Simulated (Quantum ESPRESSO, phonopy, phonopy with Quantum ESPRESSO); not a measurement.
# SiC (F-43m): phonons against volume, part 2 of 2

Wanted: mode Grüneisen parameters of SiC and a free-energy fit over volumes.

Quantum ESPRESSO 7.5; DFT LDA, scalar-relativistic, plane waves, GBRV ultrasoft pseudopotentials.

So far. Step 16 (Phonons, V/V0 0.985): No mode is imaginary beyond numerical noise along the path. The highest zone-centre mode (no LO–TO term) moved by +1.7 % for a volume change of -1.5 %. Step 16 (Phonons, V/V0 0.985): The time given is that of the 2 pw.x runs on displaced cells behind this step.

### 17. Self-consistent run, V/V0 1.03

This step: DFT LDA, scalar-relativistic, plane waves, GBRV ultrasoft pseudopotentials (Quantum ESPRESSO 7.5).

System of this step: SiC. The structure is cubic, space group F-43m (No. 216). Conventional cell: a = 4.371 Å, b = 4.371 Å, c = 4.371 Å, α = 90.00°, β = 90.00°, γ = 90.00°. Nearest to Si lie 4 C at 1.89 Å. Nearest to C lie 4 Si at 1.89 Å. Farther neighbours are not listed.

Input file scf.in:

```
&control
   calculation = 'scf'
   prefix = 'x'
   outdir = './tmp'
   pseudo_dir = './pseudo'
   tprnfor = .true.
   tstress = .true.
/
&system
   ibrav = 0
   nat = 2
   ntyp = 2
   ecutwfc = 34.0
   ecutrho = 204.0
   occupations = 'fixed'
   nbnd = 6
/
&electrons
   conv_thr = 1.0d-12
   mixing_beta = 0.7
   electron_maxstep = 100
/
ATOMIC_SPECIES
 Si     28.0850  Si.upf
 C      12.0110  C.upf
CELL_PARAMETERS angstrom
     0.000000000    2.185656325    2.185656325
     2.185656325    0.000000000    2.185656325
     2.185656325    2.185656325    0.000000000
ATOMIC_POSITIONS crystal
 Si     0.000000000   0.000000000   0.000000000
 C      0.250000000   0.250000000   0.250000000
K_POINTS automatic
 12 12 12 0 0 0
```

Launch:

```sh
OMP_NUM_THREADS=1 mpirun -n 8 pw.x -nk 8 -in scf.in > scf.out
```

Run time: 1.8 s. Hardware: 8 MPI ranks of Arm Neoverse V1, shared host.

The run ends at a pressure of -6.38 GPa.

### 18. Zone-centre response

Input file ph.in:

```
phonons
&inputph
   prefix = 'x'
   outdir = './tmp'
   fildyn = 'x.dyn'
   tr2_ph = 1.0d-18
   epsil = .true.
/
0.000000000 0.000000000 0.000000000
```

scf.in is that of step 17.

Launch:

```sh
OMP_NUM_THREADS=1 mpirun -n 8 ph.x -nk 8 -in ph.in > ph.out
```

Wall time 12 s (8 MPI ranks).

The Born charges sum to zero within 0.0052 e; the rest is removed before use. Acoustic frequencies in this log differ from zero by the error of the sum rule, which ph.x does not impose.

### 19. A displaced supercell

System of this step: SiC. The cell holds 54 atoms: 27 Si and 27 C. Cell: a = 9.273 Å, b = 9.273 Å, c = 9.273 Å, α = 60.0°, β = 60.0°, γ = 60.0°. It derives from SiC, repeated 3×3×3.

Input file disp-00001.in:

```
&control
   calculation = 'scf'
   prefix = 'x'
   outdir = './tmp'
   pseudo_dir = './pseudo'
   tprnfor = .true.
   disk_io = 'none'
/
&system
   ibrav = 0
   nat = 54
   ntyp = 2
   ecutwfc = 34.0
   ecutrho = 204.0
   occupations = 'fixed'
   nbnd = 110
/
&electrons
   conv_thr = 1.0d-11
   mixing_beta = 0.7
   electron_maxstep = 100
/
ATOMIC_SPECIES
 Si     28.0850  Si.upf
 C      12.0110  C.upf
CELL_PARAMETERS angstrom
     0.000000000    6.556968976    6.556968976
     6.556968976    0.000000000    6.556968976
     6.556968976    6.556968976    0.000000000
ATOMIC_POSITIONS crystal
 Si     0.002156810   0.000000000   0.000000000
 Si     0.333333333   0.000000000   0.000000000
 Si     0.666666667   0.000000000   0.000000000
 Si     0.000000000   0.333333333   0.000000000
 Si     0.333333333   0.333333333   0.000000000
 Si     0.666666667   0.333333333   0.000000000
 Si     0.000000000   0.666666667   0.000000000
 Si     0.333333333   0.666666667   0.000000000
[... 42 atom lines left out ...]
 C      0.750000000   0.416666667   0.750000000
 C      0.083333333   0.750000000   0.750000000
 C      0.416666667   0.750000000   0.750000000
 C      0.750000000   0.750000000   0.750000000
K_POINTS automatic
 3 3 3 0 0 0
```

Launch:

```sh
OMP_NUM_THREADS=1 mpirun -n 4 pw.x -nk 4 -in disp-00001.in > disp-00001.out
```

Elapsed: 7.1 min, on 4 MPI ranks.

### 20. Phonons, V/V0 1.03

This step: DFT LDA, scalar-relativistic, plane waves, GBRV ultrasoft pseudopotentials (phonopy with Quantum ESPRESSO 4.10.0 / 7.5).

It took 7.6 min on 8 threads.

No mode is imaginary beyond numerical noise along the path. The highest zone-centre mode (no LO–TO term) moved by -3.3 % for a volume change of +3.0 %.

The time given is that of the 2 pw.x runs on displaced cells behind this step.

### 21. Self-consistent run, V/V0 0.97

This step: DFT LDA, scalar-relativistic, plane waves, GBRV ultrasoft pseudopotentials (Quantum ESPRESSO 7.5).

System of this step: SiC. The structure is cubic, space group F-43m (No. 216). Conventional cell: a = 4.285 Å, b = 4.285 Å, c = 4.285 Å, α = 90.00°, β = 90.00°, γ = 90.00°. Nearest to Si lie 4 C at 1.86 Å. Nearest to C lie 4 Si at 1.86 Å. Farther neighbours are not listed.

scf.in: that of step 18 with these lines changed.

```diff
@@ -26,5 +26,5 @@
 CELL_PARAMETERS angstrom
-     0.000000000    2.185656325    2.185656325
-     2.185656325    0.000000000    2.185656325
-     2.185656325    2.185656325    0.000000000
+     0.000000000    2.142364569    2.142364569
+     2.142364569    0.000000000    2.142364569
+     2.142364569    2.142364569    0.000000000
 ATOMIC_POSITIONS crystal
```

Launch:

```sh
OMP_NUM_THREADS=1 mpirun -n 8 pw.x -nk 8 -in scf.in > scf.out
```

The job ended after 1.7 s (8 MPI ranks; 13 s of CPU time).

The run ends at a pressure of 7.42 GPa.

### 22. Born charges and dielectric tensor

ph.in is that of step 18.

scf.in is that of step 21.

Launch:

```sh
OMP_NUM_THREADS=1 mpirun -n 8 ph.x -nk 8 -in ph.in > ph.out
```

Wall time 12 s (8 MPI ranks).

ε∞:

```
6.86 0.00 0.00
0.00 6.86 0.00
0.00 0.00 6.86
```

The Born charges sum to zero within 0.0056 e; the rest is removed before use. Acoustic frequencies in this log differ from zero by the error of the sum rule, which ph.x does not impose.

### 23. Forces on a displaced cell

System of this step: SiC. The cell holds 54 atoms: 27 Si and 27 C. Cell: a = 9.089 Å, b = 9.089 Å, c = 9.089 Å, α = 60.0°, β = 60.0°, γ = 60.0°. It derives from SiC, repeated 3×3×3.

disp-00001.in: that of step 19 with these lines changed.

```diff
@@ -26,7 +26,7 @@
 CELL_PARAMETERS angstrom
-     0.000000000    6.556968976    6.556968976
-     6.556968976    0.000000000    6.556968976
-     6.556968976    6.556968976    0.000000000
+     0.000000000    6.427093707    6.427093707
+     6.427093707    0.000000000    6.427093707
+     6.427093707    6.427093707    0.000000000
 ATOMIC_POSITIONS crystal
- Si     0.002156810   0.000000000   0.000000000
+ Si     0.002200394   0.000000000   0.000000000
  Si     0.333333333   0.000000000   0.000000000
```

Launch:

```sh
OMP_NUM_THREADS=1 mpirun -n 4 pw.x -nk 4 -in disp-00001.in > disp-00001.out
```

It took 5.5 min on 4 MPI ranks.

### 24. Phonons, V/V0 0.97

This step: DFT LDA, scalar-relativistic, plane waves, GBRV ultrasoft pseudopotentials (phonopy with Quantum ESPRESSO 4.10.0 / 7.5).

Wall time 5.6 min (8 threads); 44 min of CPU time.

Phonopy, LO-TO term from ph.x's tensors. Phonon branches along the path, in cm⁻¹:

| point | branch 1 | branch 2 | branch 3 | branch 4 | branch 5 | branch 6 |
| --- | --- | --- | --- | --- | --- | --- |
| Γ | 0 | 0 | 0 | 827 | 827 | 1006 |
| halfway | 271 | 271 | 413 | 813 | 813 | 953 |
| X | 373 | 373 | 641 | 807 | 807 | 883 |
| halfway | 369 | 400 | 624 | 804 | 805 | 885 |
| U | 354 | 453 | 584 | 797 | 798 | 892 |
| jump to K | 354 | 453 | 584 | 797 | 798 | 892 |
| halfway | 213 | 320 | 439 | 809 | 826 | 929 |
| Γ | 0 | 0 | 0 | 827 | 827 | 1006 |
| halfway | 188 | 188 | 421 | 815 | 815 | 954 |
| L | 267 | 267 | 628 | 804 | 804 | 879 |
| halfway | 323 | 397 | 584 | 800 | 801 | 888 |
| W | 405 | 442 | 568 | 786 | 813 | 889 |
| halfway | 389 | 402 | 610 | 796 | 810 | 886 |
| X | 373 | 373 | 641 | 807 | 807 | 883 |

No mode is imaginary beyond numerical noise along the path. The highest zone-centre mode (no LO–TO term) moved by +3.5 % for a volume change of -3.0 %.

The time given is that of the 2 pw.x runs on displaced cells behind this step.

### 25. Ground state at this cell, V/V0 1.05

This step: DFT LDA, scalar-relativistic, plane waves, GBRV ultrasoft pseudopotentials (Quantum ESPRESSO 7.5).

System of this step: SiC. Symmetry: F-43m, No. 216, cubic system. Conventional cell: a = 4.399 Å, b = 4.399 Å, c = 4.399 Å, α = 90.00°, β = 90.00°, γ = 90.00°. Nearest to Si lie 4 C at 1.91 Å. C has 4 Si at 1.91 Å nearest. Farther neighbours are not listed.

scf.in: that of step 22 with these lines changed.

```diff
@@ -26,5 +26,5 @@
 CELL_PARAMETERS angstrom
-     0.000000000    2.142364569    2.142364569
-     2.142364569    0.000000000    2.142364569
-     2.142364569    2.142364569    0.000000000
+     0.000000000    2.199712379    2.199712379
+     2.199712379    0.000000000    2.199712379
+     2.199712379    2.199712379    0.000000000
 ATOMIC_POSITIONS crystal
```

Launch:

```sh
OMP_NUM_THREADS=1 mpirun -n 8 pw.x -nk 8 -in scf.in > scf.out
```

Wall time 1.8 s (8 MPI ranks); 13 s of CPU time.

The run ends at a pressure of -10.15 GPa.

### 26. Born charges and dielectric tensor

ph.in is that of step 22.

scf.in is that of step 25.

Launch:

```sh
OMP_NUM_THREADS=1 mpirun -n 8 ph.x -nk 8 -in ph.in > ph.out
```

The job ended after 12 s (8 MPI ranks; 98 s of CPU time).

The Born charges sum to zero within 0.0051 e; the rest is removed before use. Acoustic frequencies in this log differ from zero by the error of the sum rule, which ph.x does not impose.

### 27. Forces on a displaced cell

System of this step: SiC. The cell holds 54 atoms: 27 Si and 27 C. Its edges and angles: a = 9.333 Å, b = 9.333 Å, c = 9.333 Å, α = 60.0°, β = 60.0°, γ = 60.0°. It derives from SiC, repeated 3×3×3.

disp-00001.in: that of step 23 with these lines changed.

```diff
@@ -26,7 +26,7 @@
 CELL_PARAMETERS angstrom
-     0.000000000    6.427093707    6.427093707
-     6.427093707    0.000000000    6.427093707
-     6.427093707    6.427093707    0.000000000
+     0.000000000    6.599137138    6.599137138
+     6.599137138    0.000000000    6.599137138
+     6.599137138    6.599137138    0.000000000
 ATOMIC_POSITIONS crystal
- Si     0.002200394   0.000000000   0.000000000
+ Si     0.002143028   0.000000000   0.000000000
  Si     0.333333333   0.000000000   0.000000000
```

Launch:

```sh
OMP_NUM_THREADS=1 mpirun -n 4 pw.x -nk 4 -in disp-00001.in > disp-00001.out
```

The job ended after 7 min (4 MPI ranks).

### 28. Lattice dynamics at this volume, V/V0 1.05

This step: DFT LDA, scalar-relativistic, plane waves, GBRV ultrasoft pseudopotentials (phonopy with Quantum ESPRESSO 4.10.0 / 7.5).

Run time: 7.4 min. Hardware: 8 threads.

No mode is imaginary beyond numerical noise along the path. The highest zone-centre mode (no LO–TO term) moved by -5.4 % for a volume change of +5.0 %.

The time given is that of the 2 pw.x runs on displaced cells behind this step.

### 29. How the modes move with volume

This step: DFT LDA, scalar-relativistic, plane waves, GBRV ultrasoft pseudopotentials (phonopy 4.10.0).

This step gave:

* share of modes with a negative Grüneisen parameter: 0.054

Mean Grüneisen, by row:

| T (K) | heat-capacity-weighted mean | root mean square |
| --- | --- | --- |
| 50 | 0.093 | 0.339 |
| 100 | 0.237 | 0.407 |
| 200 | 0.509 | 0.689 |
| 300 | 0.672 | 0.836 |
| 500 | 0.787 | 0.929 |
| 800 | 0.831 | 0.962 |

The mean mode Grueneisen parameter by wavenumber:

| wavenumber (cm⁻¹) | mean mode Grueneisen parameter |
| --- | --- |
| 16 | - |
| 49 | -0.141 |
| 114 | -0.03 |
| 146 | 0.0722 |
| 211 | 0.101 |
| 243 | 0.111 |
| 276 | 0.125 |
| 340 | 0.296 |
| 373 | 0.392 |
| 405 | 0.52 |
| 470 | 0.87 |
| 502 | 0.922 |
| 567 | 0.912 |
| 600 | 0.89 |
| 632 | 0.833 |
| 697 | - |
| 730 | - |
| 762 | 1.34 |
| 827 | - |
| 859 | 1.18 |
| 924 | 1.08 |
| 956 | 1.07 |

Volume series, by row:

| V/V0 | V (Å³/atom) | pressure (GPa) | E - E0 (meV/atom) | gap (eV) | zero-point energy (meV/atom) | lowest on the path (cm⁻¹) | highest at Gamma without the LO-TO term (cm⁻¹) |
| --- | --- | --- | --- | --- | --- | --- | --- |
| 0.97 | 9.833 | 7.421 | 7.185 | 1.274 | 114.6 | 0 | 826.9 |
| 0.985 | 9.985 | 3.585 | 1.85 | 1.287 | 112.8 | 0 | 812.6 |
| 1 | 10.14 | 0.019 | 0 | 1.3 | 111.1 | 0 | 798.9 |
| 1.015 | 10.29 | -3.298 | 1.451 | 1.312 | 109.4 | 0 | 785.6 |
| 1.03 | 10.44 | -6.379 | 5.946 | 1.325 | 107.8 | 0 | 772.6 |
| 1.05 | 10.64 | -10.15 | 16.25 | 1.34 | 105.6 | 0 | 755.9 |

Table of optical frequency at Gamma without the LO-TO term, mode 4 by V/V0:

| V/V0 | optical frequency at Gamma without the LO-TO term, mode 4 (cm⁻¹) |
| --- | --- |
| 0.9700 | 827 |
| 0.9850 | 813 |
| 1.0000 | 799 |
| 1.0150 | 786 |
| 1.0300 | 773 |
| 1.0500 | 756 |

Grüneisen at points, by row:

| point | branch | frequency (cm⁻¹) | mode Grüneisen parameter |
| --- | --- | --- | --- |
| Γ | 4 | 798.9 | 1.13 |
| Γ | 6 | 974.2 | 1.07 |
| X | 1 | 370.9 | 0.25 |
| X | 3 | 625.1 | 0.83 |
| X | 4 | 772.3 | 1.44 |
| X | 6 | 852.9 | 1.14 |
| U | 1 | 353.1 | 0.12 |
| U | 2 | 446.4 | 0.54 |
| U | 3 | 568.1 | 0.88 |
| U | 4 | 764.9 | 1.42 |
| U | 5 | 765.9 | 1.31 |
| U | 6 | 859.9 | 1.22 |
| K | 1 | 353.1 | 0.12 |
| K | 2 | 446.4 | 0.54 |
| K | 3 | 568.1 | 0.88 |
| K | 4 | 764.9 | 1.42 |
| K | 5 | 765.9 | 1.31 |
| K | 6 | 859.9 | 1.22 |
| L | 1 | 267.5 | -0.05 |
| L | 3 | 610.3 | 0.96 |
| L | 4 | 772.5 | 1.3 |
| L | 6 | 848.7 | 1.14 |
| W | 1 | 398.3 | 0.59 |
| W | 2 | 439.9 | 0.2 |
| W | 3 | 551.6 | 0.94 |
| W | 4 | 756.2 | 1.27 |
| W | 5 | 777.9 | 1.45 |
| W | 6 | 856 | 1.23 |

The printed pressures lie 0.12 GPa below −dE/dV of the same runs on average, in a series that spans 18 GPa: energy and stress disagree, as they do when the basis is incomplete, so the pressures are not converged.

### 30. Free-energy fit

This step gave:

```
volume expansion coefficient at 300 K : 6.81 1e-6/K
isothermal bulk modulus at 300 K      : 223.0 GPa
C_P at 300 K                          : 13.56 J/mol-atom/K
Grüneisen parameter at 300 K          : 0.691
```

Table of energy (each curve on its own zero) by volume; values in meV/atom:

| volume (Å³/atom) | static | F at 0 K | F at 300 K | F at 1300 K |
| --- | --- | --- | --- | --- |
| 9.833 | 7.19 | 11.6 | 11.9 | 18.9 |
| 9.985 | 1.85 | 4.47 | 4.7 | 8.97 |
| 10.137 | 0 | 0.89 | 0.99 | 2.57 |
| 10.289 | 1.45 | 0.65 | 0.6 | -0.56 |
| 10.441 | 5.95 | 3.48 | 3.27 | -0.68 |
| 10.644 | 16.2 | 11.6 | 11.2 | 3.48 |

Phonopy-qha, vinet fit of F(V) at each temperature; no electronic free energy. Qha vinet, by row:

| T (K) | fitted volume (Å³/atom) | alpha_V (1e-6/K) | B_T (GPa) | C_P (J/mol-atom/K) | Grueneisen |
| --- | --- | --- | --- | --- | --- |
| 100 | 10.22 | 0.47 | 224.2 | 2.279 | 0.2808 |
| 150 | 10.23 | 1.56 | 224.1 | 5.229 | 0.4104 |
| 200 | 10.23 | 3.21 | 223.9 | 8.288 | 0.5337 |
| 250 | 10.23 | 5.07 | 223.5 | 11.12 | 0.6267 |
| 300 | 10.23 | 6.81 | 223 | 13.56 | 0.6909 |
| 350 | 10.24 | 8.32 | 222.5 | 15.55 | 0.7349 |
| 400 | 10.24 | 9.58 | 221.8 | 17.16 | 0.7657 |
| 450 | 10.25 | 10.61 | 221.2 | 18.44 | 0.788 |
| 500 | 10.25 | 11.45 | 220.5 | 19.47 | 0.8045 |
| 550 | 10.26 | 12.15 | 219.8 | 20.3 | 0.8171 |
| 600 | 10.26 | 12.73 | 219.1 | 20.98 | 0.827 |
| 650 | 10.27 | 13.22 | 218.3 | 21.54 | 0.8349 |
| 700 | 10.28 | 13.63 | 217.6 | 22 | 0.8414 |
| 750 | 10.28 | 13.99 | 216.8 | 22.39 | 0.8469 |
| 800 | 10.29 | 14.31 | 216.1 | 22.72 | 0.8515 |
| 850 | 10.3 | 14.58 | 215.3 | 23 | 0.8555 |
| 900 | 10.31 | 14.83 | 214.6 | 23.25 | 0.8591 |
| 950 | 10.31 | 15.05 | 213.8 | 23.46 | 0.8622 |
| 1000 | 10.32 | 15.25 | 213 | 23.65 | 0.865 |
| 1050 | 10.33 | 15.44 | 212.2 | 23.82 | 0.8676 |
| 1100 | 10.34 | 15.61 | 211.4 | 23.96 | 0.87 |
| 1150 | 10.35 | 15.77 | 210.6 | 24.1 | 0.8722 |
| 1200 | 10.35 | 15.92 | 209.8 | 24.22 | 0.8743 |
| 1250 | 10.36 | 16.06 | 209 | 24.33 | 0.8762 |

Volume expansion coefficient, phonopy-qha, Vinet against temperature:

temperature (K), volume expansion coefficient, phonopy-qha, Vinet (1e-6/K) and a bar:
```
       75        0.2 
      125        0.9 #
      200        3.2 ######
      250        5.1 #########
      300        6.8 ############
      350        8.3 ###############
      425       10.1 ###################
      475       11.1 ####################
      525       11.8 ######################
      600       12.7 ########################
      650       13.2 #########################
      700       13.6 #########################
      750       14.0 ##########################
      825       14.4 ###########################
      875       14.7 ###########################
      925       14.9 ############################
     1000       15.2 ############################
     1050       15.4 #############################
     1100       15.6 #############################
     1150       15.8 #############################
     1225       16.0 ##############################
     1275       16.1 ##############################
```

The fit gives a volume expansion of 6.81 × 10⁻⁶/K at 300 K.

### 31. What came out

| Quantity | Value |
| --- | --- |
| volume expansion coefficient at 300 K | 6.81 1e-6/K |
| isothermal bulk modulus at 300 K | 223.0 GPa |
| C_P at 300 K | 13.56 J/mol-atom/K |
| Grüneisen parameter at 300 K | 0.691 |
| mean mode Grüneisen parameter at 300 K | 0.672 |

**Reading.** Near room temperature SiC expands by 6.81 × 10⁻⁶/K in volume by LDA, with C_P = 13.6 J/(mol K) per mole of atoms and B_T = 223 GPa. C_P at room temperature is 54 % of the classical 3R an atom, so the stiffest modes are still partly frozen out. The heat-capacity-weighted Grüneisen parameter goes from 0.093 at 50 K to 0.831 at 800 K; 5 % of the modes stiffen on expansion. Weighting γ by the density of states and each mode's heat capacity at 300 K, modes below 330 cm⁻¹ give about 6 % of the sum of γC that drives the expansion, those up to 650 cm⁻¹ 37 % and the rest 57 %. Among the labelled points γ is largest for branch 5 at W (778 cm⁻¹, 1.4) and most negative for branch 1 at L (268 cm⁻¹, -0.05). The printed pressures lie 0.12 GPa below −dE/dV of the same runs on average, in a series that spans 18 GPa: energy and stress disagree, as they do when the basis is incomplete, so the pressures are not converged. The supercell is 7.6 Å across at its narrowest and was not tested against a larger one: only its own wavevectors are exact, and acoustic branches between them, with the entropy at low temperature, can be off.

[Logs are printed without paths, hosts, clocks, repeated set-up lines and the standing remarks that a program may print on its own settings, such as how far it seeks lower states.]

[Hosts, paths, dates, database ids (printed as entryN), source tags and the programs' standing remarks are cut or masked in the printed files.]

[A step with changed settings may run another functional than the one named; its input shows which.]

[Of the runs on displaced cells, only some may be shown.]
